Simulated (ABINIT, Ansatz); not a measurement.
# Mo (Im-3m): from the cell to the phonon bands, part 2 of 4

How does Mo (Im-3m) vibrate, and is this structure a minimum?

ABINIT 10.8.3; DFT LDA, scalar-relativistic, plane waves, PseudoDojo norm-conserving pseudopotentials.

So far. Step 3 (Self-consistent run for the response): The cell stands at -0.61 GPa: the relaxation ran with a smoothed and higher cutoff, and the difference is a stress of the finite basis. The relaxed cell has a = 3.112 Å (conventional setting).

## Step 4: Linear response at Γ

At q = 0 one unit cell holds all displacements. The response is solved for single atoms along the cell's directions, and symmetry skips those that follow from others. The crystal is treated as a metal, which screens a static field, so no field response is asked.

dfpt_gamma.abi

```

# common to the responses
getwfk_filepath "gso_WFK"
kptopt 2
nqpt 1
qpt 0.0 0.0 0.0
asr 0
chneut 0

# displacements
rfphon 1
rfatpol 1 1
rfdir 1 1 1
tolvrs 1.0d-10
prtwf 0

# basis, mesh and filling
ecut 36.0
ngkpt 16 16 16
nshiftk 1
shiftk 0.0 0.0 0.0
istwfk *1
occopt 7
tsmear 0.01
nband 13
nstep 100
diemac 1000000.0
prtebands 0
prtgsr 0
useylm 1

# cell and atoms
acell 5.093725107 5.093725107 5.093725107
rprim 
    -0.5773502692 0.5773502692 0.5773502692
    0.5773502692 -0.5773502692 0.5773502692
    0.5773502692 0.5773502692 -0.5773502692
ntypat 1
znucl 42
natom 1
typat 1
xred 
    0.0 0.0 0.0
pp_dirpath "./pseudo"
pseudos "Mo.upf"
```

Command:

```sh
$ OMP_NUM_THREADS=1 mpirun -n 4 abinit dfpt_gamma.abi > dfpt_gamma.log
```

Numbers of over 12 decimals in the logs are rounded to 6 here.

dfpt_gamma.abo, the main output file:

```text
[banners, grids, parts of the stress and lines that vanish by symmetry left out]
- input  file    -> dfpt_gamma.abi
- output file    -> dfpt_gamma.abo
- root for input  files -> dfpt_gammai
- root for output files -> dfpt_gammao

 Symmetries : space group Im -3 m (#229); Bravais cI (body-center cubic)
================================================================================
 Values of the parameters that define the memory need of the present run (RF).
     intxc =       0      iscf =       7    lmnmax =      18     lnmax =       6
     mgfft =      30  mpssoang =       3    mqgrid =    3001     natom =       1
  nloc_mem =       1    nspden =       1   nspinor =       1    nsppol =       1
      nsym =      48    n1xccc =    2501    ntypat =       1    occopt =       7
   xclevel =       1
-    mband =          13        mffmem =           1         mkmem =         513
-   mkqmem =         513        mk1mem =         513           mpw =        1088
      nfft =       27000          nkpt =        2052
- my_mband =          13
================================================================================
================================================================================

--------------------------------------------------------------------------------
------------- Echo of variables that govern the present computation ------------
--------------------------------------------------------------------------------
-
- outvars: echo of selected default values
-   iomode0 =  0 , fftalg0 =312 , wfoptalg0 =  0
-
- outvars: echo of global parameters not present in the input file
-  max_nthreads =    1
-
 -outvars: echo values of preprocessed input variables --------
            acell      5.0937251070E+00  5.0937251070E+00  5.0937251070E+00 Bohr
              amu      9.59400000E+01
              asr           0
           chneut           0
             ecut      3.60000000E+01 Hartree
-          fftalg         312
           istwfk        1    0    0    0    0    0    0    0    1    0
                         0    0    0    0    0    0    0    0    0    0
                         0    0    0    0    0    0    0    0    0    0
                         0    0    0    0    0    0    0    0    0    0
                         0    0    0    0    0    0    0    0    0    0
                       outvar_i_n : Printing only first  50 k-points.
              ixc       -1012
              kpt      0.00000000E+00  0.00000000E+00  0.00000000E+00
                       6.25000000E-02  0.00000000E+00  0.00000000E+00
                       1.25000000E-01  0.00000000E+00  0.00000000E+00
                       1.87500000E-01  0.00000000E+00  0.00000000E+00
                       [...]
                       outvar_i_n : Printing only first  50 k-points.
           kptopt           2
         kptrlatt       16    0    0      0   16    0      0    0   16
          kptrlen      8.14996017E+01
P           mkmem         513
P          mkqmem         513
P          mk1mem         513
            natom           1
            nband          13
           nbdbuf           2
            ngfft          30      30      30
             nkpt        2052
             nqpt           1
            nstep         100
             nsym          48
           ntypat           1
              occ      2.000000  2.000000  2.000000  2.000000  2.000000  2.000000
                       2.000000  0.000000  0.000000  0.000000  0.000000  0.000000
                       0.000000
                       2.000000  2.000000  2.000000  2.000000  2.000000  2.000000
                       [...]
                       prtocc : prtvol=0, do not print more k-points.
           occopt           7
        optdriver           1
        prtebands           0
           prtgsr           0
           prtpot           1
            prtwf           0
           rfphon           1
            rprim     -5.7735026920E-01  5.7735026920E-01  5.7735026920E-01
                       5.7735026920E-01 -5.7735026920E-01  5.7735026920E-01
                       5.7735026920E-01  5.7735026920E-01 -5.7735026920E-01
          spgroup         229
           symrel      1  0  0   0  1  0   0  0  1      -1  0  0   0 -1  0   0  0 -1
                      -1 -1 -1   0  0  1   0  1  0       1  1  1   0  0 -1   0 -1  0
                       0  1  0   1  0  0  -1 -1 -1       0 -1  0  -1  0  0   1  1  1
                       0  0  1  -1 -1 -1   1  0  0       0  0 -1   1  1  1  -1  0  0
                       [...]
           tolvrs      1.00000000E-10
            typat      1
           useylm           1
              wtk        0.00024    0.00049    0.00049    0.00049    0.00049    0.00049
                         0.00049    0.00049    0.00024    0.00049    0.00049    0.00049
                         0.00049    0.00049    0.00049    0.00049    0.00049    0.00049
                         0.00049    0.00049    0.00049    0.00049    0.00049    0.00049
                       [...]
                       outvars : Printing only first  50 k-points.
            znucl       42.00000

================================================================================

 chkinp: Checking input parameters for consistency.

================================================================================
== DATASET  1 ==================================================================
-   mpi_nproc: 4, omp_nthreads: 1 (-1 if OMP is not activated)

--- !DatasetInfo
iteration_state: {dtset: 1, }
dimensions: {natom: 1, nkpt: 2052, mband: 13, nsppol: 1, nspinor: 1, nspden: 1, mpw: 1088, }
cutoff_energies: {ecut:  36.0, pawecutdg:  -1.0, }
electrons: {nelect:   1.40000000E+01, charge:   0.00000000E+00, occopt:   7.00000000E+00, tsmear:   1.00000000E-02, }
meta: {optdriver: 1, rfphon: 1, }
...

 mkfilename: getwfk from: gso_WFK

 Real(R)+Recip(G) space primitive vectors, cartesian coordinates (Bohr,Bohr^-1):
 R(1)= -2.9408636  2.9408636  2.9408636  G(1)=  0.0000000  0.1700181  0.1700181
 R(2)=  2.9408636 -2.9408636  2.9408636  G(2)=  0.1700181  0.0000000  0.1700181
 R(3)=  2.9408636  2.9408636 -2.9408636  G(3)=  0.1700181  0.1700181  0.0000000
 Unit cell volume ucvol=  1.0173833E+02 bohr^3
 Angles (23,13,12)=  1.09471221E+02  1.09471221E+02  1.09471221E+02 degrees
 setup1 : take into account q-point for computing boxcut.

 getcut: wavevector=  0.0000  0.0000  0.0000  ngfft=  30  30  30
         ecut(hartree)=     36.000   => boxcut(ratio)=   2.18057

--- Pseudopotential description ------------------------------------------------
- pspini: atom type   1  psp file is ./pseudo/Mo.upf

   2.22222071E+02                                ecore*ucvol(ha*bohr**3)
--------------------------------------------------------------------------------

 ==>  initialize data related to q vector <==

 The list of irreducible perturbations for this q vector is:
    1)    idir= 1    ipert=   1

================================================================================

 The perturbation idir=   2  ipert=   1 is
 symmetric of a previously calculated perturbation.
 So, its SCF calculation is not needed.

 The perturbation idir=   3  ipert=   1 is
 symmetric of a previously calculated perturbation.
 So, its SCF calculation is not needed.

--------------------------------------------------------------------------------
 Perturbation wavevector (in red.coord.)   0.000000  0.000000  0.000000
 Perturbation : displacement of atom   1   along direction   1
 Found     6 symmetries that leave the perturbation invariant.
 symkpt : the number of k-points, thanks to the symmetries,
 is reduced to   417 .

--------------------------------------------------------------------------------

--------------------------------------------------------------------------------

 dfpt_looppert : total number of electrons, from k and k+q
  fully or partially occupied states are    1.400000E+01 and    1.400000E+01.
 Initialisation of the first-order wave-functions :
  ireadwf=   0

--- !BeginCycle
iteration_state: {dtset: 1, }
solver: {iscf: 7, nstep: 100, nline: 4, wfoptalg: 0, }
tolerances: {tolvrs: 1.00E-10, }
...

     iter   2DEtotal(Ha)        deltaE(Ha) residm    vres2
-ETOT  1  0.623063     -1.796E+03 6.036E+00 8.814E+02
 ETOT  2  1.39084350049004E-02 -6.092E-01 3.474E-02 2.598E+01
 ETOT  3 -2.05076768857282E-04 -1.411E-02 9.177E-04 1.820E+00
 ETOT  4 -1.05635795643622E-03 -8.513E-04 1.144E-04 8.623E-04
 ETOT  5 -1.05691639027583E-03 -5.584E-07 7.363E-06 4.180E-06
 ETOT  6 -1.05691818243514E-03 -1.792E-09 5.619E-07 3.053E-09
 ETOT  7 -1.05691817902454E-03  3.411E-12 5.357E-08 1.929E-11

 At SCF step    7       vres2   =  1.93E-11 < tolvrs=  1.00E-10 =>converged.
================================================================================

 ----iterations are completed or convergence reached----

 Mean square residual over all n,k,spin=   20.339E-12; max=  53.565E-09

 Thirteen components of 2nd-order total energy (hartree) are
 1,2,3: 0th-order hamiltonian combined with 1st-order wavefunctions
     kin0=   1.46485488E+03 eigvalue=   3.81399721E+01  local=  -1.13399660E+03
 4,5,6: 1st-order hamiltonian combined with 1st and 0th-order wfs
 loc psp =  -1.70486903E+03  Hartree=   4.16956081E+02     xc=  -9.68808912E+01
 note that "loc psp" includes a xc core correction that could be resolved
 7,8,9: eventually, occupation + non-local contributions
    edocc=   2.35606913E+02     enl0=   8.72191018E+02   enl1=  -1.88887371E+03
 1-9 gives the relaxation energy (to be shifted if some occ is /=2.0)
   erelax=  -1.79687137E+03
 10,11,12 Non-relaxation  contributions : frozen-wavefunctions and Ewald
 fr.local=   8.65273384E+02 fr.nonlo=   9.44436546E+02  Ewald=   0.00000000E+00
 13,14 Frozen wf xc core corrections (1) and (2)
 frxc 1  =  -5.52831276E+01  frxc 2 =   4.24435117E+01
 Resulting in :
 2DEtotal=   -0.1056918179E-02 Ha. Also 2DEtotal=   -0.287602087998E-01 eV
    (2DErelax=   -1.7968713707E+03 Ha. 2DEnonrelax=    1.7968703138E+03 Ha)
    (  non-var. 2DEtotal :   -1.0568800612E-03 Ha)

================================================================================

 ---- first-order wavefunction calculations are completed ----

 ==> Compute Derivative Database <==

  2nd-order matrix (non-cartesian coordinates, masses not included,
   asr not included )
     j1       j2             matrix element
  dir pert dir pert     real part     imaginary part

   1    1   1    1        -0.0010568859         0.0000000000
   1    1   2    1         0.0003522953         0.0000000000
   1    1   3    1         0.0003522953         0.0000000000
   1    1   2    3         0.0000000000         0.0000000000
   1    1   3    3         0.0000000000         0.0000000000

   2    1   1    1         0.0003522953         0.0000000000
   2    1   2    1        -0.0010568859         0.0000000000
   2    1   3    1         0.0003522953         0.0000000000
   2    1   1    3         0.0000000000         0.0000000000
   2    1   3    3         0.0000000000         0.0000000000

   3    1   1    1         0.0003522953         0.0000000000
   3    1   2    1         0.0003522953         0.0000000000
   3    1   3    1        -0.0010568859         0.0000000000
   3    1   1    3         0.0000000000         0.0000000000
   3    1   2    3         0.0000000000         0.0000000000

   1    3   2    1         0.0000000000         0.0000000000
   1    3   3    1         0.0000000000         0.0000000000

   2    3   1    1         0.0000000000         0.0000000000
   2    3   3    1         0.0000000000         0.0000000000

   3    3   1    1         0.0000000000         0.0000000000
   3    3   2    1         0.0000000000         0.0000000000

  Dynamical matrix, in cartesian coordinates,
   if specified in the inputs, asr has been imposed
     j1       j2             matrix element
  dir pert dir pert     real part    imaginary part

   1    1   1    1        -0.0000407340         0.0000000000
   1    1   2    1         0.0000000000         0.0000000000
   1    1   3    1        -0.0000000000         0.0000000000

   2    1   1    1        -0.0000000000         0.0000000000
   2    1   2    1        -0.0000407340         0.0000000000
   2    1   3    1         0.0000000000         0.0000000000

   3    1   1    1        -0.0000000000         0.0000000000
   3    1   2    1         0.0000000000         0.0000000000
   3    1   3    1        -0.0000407340         0.0000000000

  Phonon wavevector (reduced coordinates) :  0.00000  0.00000  0.00000
 Phonon energies in Hartree :
  -1.526155E-05 -1.526155E-05 -1.526155E-05
 Phonon frequencies in cm-1    :
- -3.349523E+00 -3.349523E+00 -3.349523E+00

== END DATASET(S) ==============================================================
================================================================================

 -outvars: echo values of variables after computation
            acell      5.0937251070E+00  5.0937251070E+00  5.0937251070E+00 Bohr
           etotal     -1.0569181790E-03
            fcart      0.0000000000E+00  0.0000000000E+00  0.0000000000E+00
           strten      0.0000000000E+00  0.0000000000E+00  0.0000000000E+00
================================================================================
```

Elapsed: 31 s, on 4 MPI ranks of Arm Neoverse V2, shared host; 2.1 min of CPU time.

With one atom there are acoustic modes alone, which should vanish; they come out at 3.35 cm⁻¹ in size, the error that the sum rule removes later.

## Step 5: Zone-centre analysis

anaddb reads the merged derivatives and imposes the acoustic sum rule.

anaddb.abi

```
ddb_filepath "gamma_DDB"
output_file "anaddb.abo"
outdata_prefix "anaddb"
asr 1
chneut 1
enunit 2
eivec 1
nph1l 1
qph1l 0.0 0.0 0.0 1.0
```

mrgddb.in

```
gamma_DDB
merged
2
dfpt_gammao_DDB
gso_DDB
```

Command:

```sh
$ mrgddb < mrgddb.in > mrgddb.log
$ OMP_NUM_THREADS=1 anaddb anaddb.abi > anaddb.log
```

anaddb.abo, the main output file:

```text
-outvars_anaddb: echo values of input variables ----------------------

 Miscellaneous information :
      enunit         2
       eivec         1
         asr         1
 First list of wavevector (reduced coord.) :
       nph1l         1
       qph1l
                     0.00000000E+00  0.00000000E+00  0.00000000E+00    1.000E+00

================================================================================

 read the DDB information and perform some checks

  ==== Info on the Cryst% object ====
 Real(R)+Recip(G) space primitive vectors, cartesian coordinates (Bohr,Bohr^-1):
 R(1)= -2.9408636  2.9408636  2.9408636  G(1)=  0.0000000  0.1700181  0.1700181
 R(2)=  2.9408636 -2.9408636  2.9408636  G(2)=  0.1700181  0.0000000  0.1700181
 R(3)=  2.9408636  2.9408636 -2.9408636  G(3)=  0.1700181  0.1700181  0.0000000
 Unit cell volume ucvol=  1.0173833E+02 bohr^3
 Angles (23,13,12)=  1.09471221E+02  1.09471221E+02  1.09471221E+02 degrees
 Time-reversal symmetry is present
 Reduced atomic positions [iatom, xred, symbol]:
    1)    0.0000000  0.0000000  0.0000000  Mo

 DDB file with 3 blocks has been read.

================================================================================

 Treat the first list of vectors

  Phonon wavevector (reduced coordinates) :  0.00000  0.00000  0.00000
 Phonon energies in Hartree :
   0.000000E+00  0.000000E+00  0.000000E+00
 Phonon energies in meV     :
-  0.000000E+00  0.000000E+00  0.000000E+00
 Phonon frequencies in cm-1    :
-  0.000000E+00  0.000000E+00  0.000000E+00
 Phonon frequencies in Thz     :
-  0.000000E+00  0.000000E+00  0.000000E+00
 Phonon energies in Kelvin  :
-  0.000000E+00  0.000000E+00  0.000000E+00

 Eigendisplacements
 (will be given, for each mode : in cartesian coordinates
   for each atom the real part of the displacement vector,
   then the imaginary part of the displacement vector - absolute values smaller than 1.0d-7 are set to zero)
  Mode number    1   Energy    0.000000E+00
 Attention : low frequency mode.
   (Could be unstable or acoustic mode)
-  1  0.00000000E+00  0.00000000E+00  2.39122307E-03
-     0.00000000E+00  0.00000000E+00  0.00000000E+00
  Mode number    2   Energy    0.000000E+00
 Attention : low frequency mode.
   (Could be unstable or acoustic mode)
-  1  0.00000000E+00  2.39122307E-03  0.00000000E+00
-     0.00000000E+00  0.00000000E+00  0.00000000E+00
  Mode number    3   Energy    0.000000E+00
 Attention : low frequency mode.
   (Could be unstable or acoustic mode)
-  1  2.39122307E-03  0.00000000E+00  0.00000000E+00
-     0.00000000E+00  0.00000000E+00  0.00000000E+00

 Analysis of degeneracies and characters (maximum tolerance=1.00E-06 a.u.)
 For each vibration mode, or group of modes if degenerate,
 the characters are given for each symmetry operation (see the list in the log file).
 Symmetry characters of vibration mode #   1
       degenerate with vibration modes #   2 to    3
  3.0 -3.0 -1.0  1.0 -1.0  1.0 -1.0  1.0  1.0 -1.0 -1.0  1.0  1.0 -1.0 -1.0  1.0
  0.0 -0.0  0.0 -0.0 -0.0  0.0 -0.0  0.0  1.0 -1.0 -1.0  1.0 -1.0  1.0  1.0 -1.0
  0.0 -0.0 -0.0  0.0 -0.0  0.0  0.0 -0.0  1.0 -1.0  1.0 -1.0 -1.0  1.0 -1.0  1.0
-
```

The job ended after 0.51 s (1 thread).

Zone-centre frequencies as printed; negative means imaginary. Modes:

```csv
mode,frequency (cm⁻¹)
1,0
2,0
3,0
```

## Step 6: Sum rules set otherwise (asr 0)

Without the rule the raw error of the acoustic modes shows.

Changes to anaddb.abi since step 5:

```diff
@@ -3,4 +3,4 @@
 outdata_prefix "anaddb"
-asr 1
-chneut 1
+asr 0
+chneut 0
 enunit 2
```

mrgddb.in is that of step 5.

anaddb.abo, the main output file:

```text
-outvars_anaddb: echo values of input variables ----------------------

 Miscellaneous information :
      enunit         2
       eivec         1
      chneut         0
 First list of wavevector (reduced coord.) :
       nph1l         1
       qph1l
                     0.00000000E+00  0.00000000E+00  0.00000000E+00    1.000E+00

================================================================================

 read the DDB information and perform some checks

  ==== Info on the Cryst% object ====
 Real(R)+Recip(G) space primitive vectors, cartesian coordinates (Bohr,Bohr^-1):
 R(1)= -2.9408636  2.9408636  2.9408636  G(1)=  0.0000000  0.1700181  0.1700181
 R(2)=  2.9408636 -2.9408636  2.9408636  G(2)=  0.1700181  0.0000000  0.1700181
 R(3)=  2.9408636  2.9408636 -2.9408636  G(3)=  0.1700181  0.1700181  0.0000000
 Unit cell volume ucvol=  1.0173833E+02 bohr^3
 Angles (23,13,12)=  1.09471221E+02  1.09471221E+02  1.09471221E+02 degrees
 Time-reversal symmetry is present
 Reduced atomic positions [iatom, xred, symbol]:
    1)    0.0000000  0.0000000  0.0000000  Mo

 DDB file with 3 blocks has been read.

================================================================================

 Treat the first list of vectors

  Phonon wavevector (reduced coordinates) :  0.00000  0.00000  0.00000
 Phonon energies in Hartree :
  -1.526155E-05 -1.526155E-05 -1.526155E-05
 Phonon energies in meV     :
- -4.152879E-01 -4.152879E-01 -4.152879E-01
 Phonon frequencies in cm-1    :
- -3.349523E+00 -3.349523E+00 -3.349523E+00
 Phonon frequencies in Thz     :
- -1.004162E-01 -1.004162E-01 -1.004162E-01
 Phonon energies in Kelvin  :
- -4.819216E+00 -4.819216E+00 -4.819216E+00

 Eigendisplacements
 (will be given, for each mode : in cartesian coordinates
   for each atom the real part of the displacement vector,
   then the imaginary part of the displacement vector - absolute values smaller than 1.0d-7 are set to zero)
  Mode number    1   Energy   -1.526155E-05
 Attention : low frequency mode.
   (Could be unstable or acoustic mode)
-  1  0.00000000E+00  0.00000000E+00  2.39122307E-03
-     0.00000000E+00  0.00000000E+00  0.00000000E+00
  Mode number    2   Energy   -1.526155E-05
 Attention : low frequency mode.
   (Could be unstable or acoustic mode)
-  1  0.00000000E+00 -2.39122307E-03  0.00000000E+00
-     0.00000000E+00  0.00000000E+00  0.00000000E+00
  Mode number    3   Energy   -1.526155E-05
 Attention : low frequency mode.
   (Could be unstable or acoustic mode)
-  1  2.39122307E-03  0.00000000E+00  0.00000000E+00
-     0.00000000E+00  0.00000000E+00  0.00000000E+00

 Analysis of degeneracies and characters (maximum tolerance=1.00E-06 a.u.)
 For each vibration mode, or group of modes if degenerate,
 the characters are given for each symmetry operation (see the list in the log file).
 Symmetry characters of vibration mode #   1
       degenerate with vibration modes #   2 to    3
  3.0 -3.0 -1.0  1.0 -1.0  1.0 -1.0  1.0  1.0 -1.0 -1.0  1.0  1.0 -1.0 -1.0  1.0
 -0.0  0.0 -0.0  0.0  0.0 -0.0  0.0 -0.0  1.0 -1.0 -1.0  1.0 -1.0  1.0  1.0 -1.0
 -0.0  0.0  0.0 -0.0  0.0 -0.0 -0.0  0.0  1.0 -1.0  1.0 -1.0 -1.0  1.0 -1.0  1.0
-
```

It took 0.51 s on 1 thread.

This step gave:

```yaml
largest_acoustic_frequency_at_the_zone_centre_before_the_sum_rule: -3.35 cm⁻¹
```

Zone-centre frequencies as printed; negative means imaginary. Modes:

```csv
mode,frequency (cm⁻¹)
1,-3.35
2,-3.35
3,-3.35
```

[end of part 2 of 4]

[Host names and launcher messages were left out of these logs when they were recorded.]

[Logs are printed without paths, hosts, clocks, repeated set-up lines and the standing remarks that a program may print on its own settings, such as how far it seeks lower states.]

[Hosts, paths, dates, database ids (printed as entryN), source tags and the programs' standing remarks are cut or masked in the printed files.]
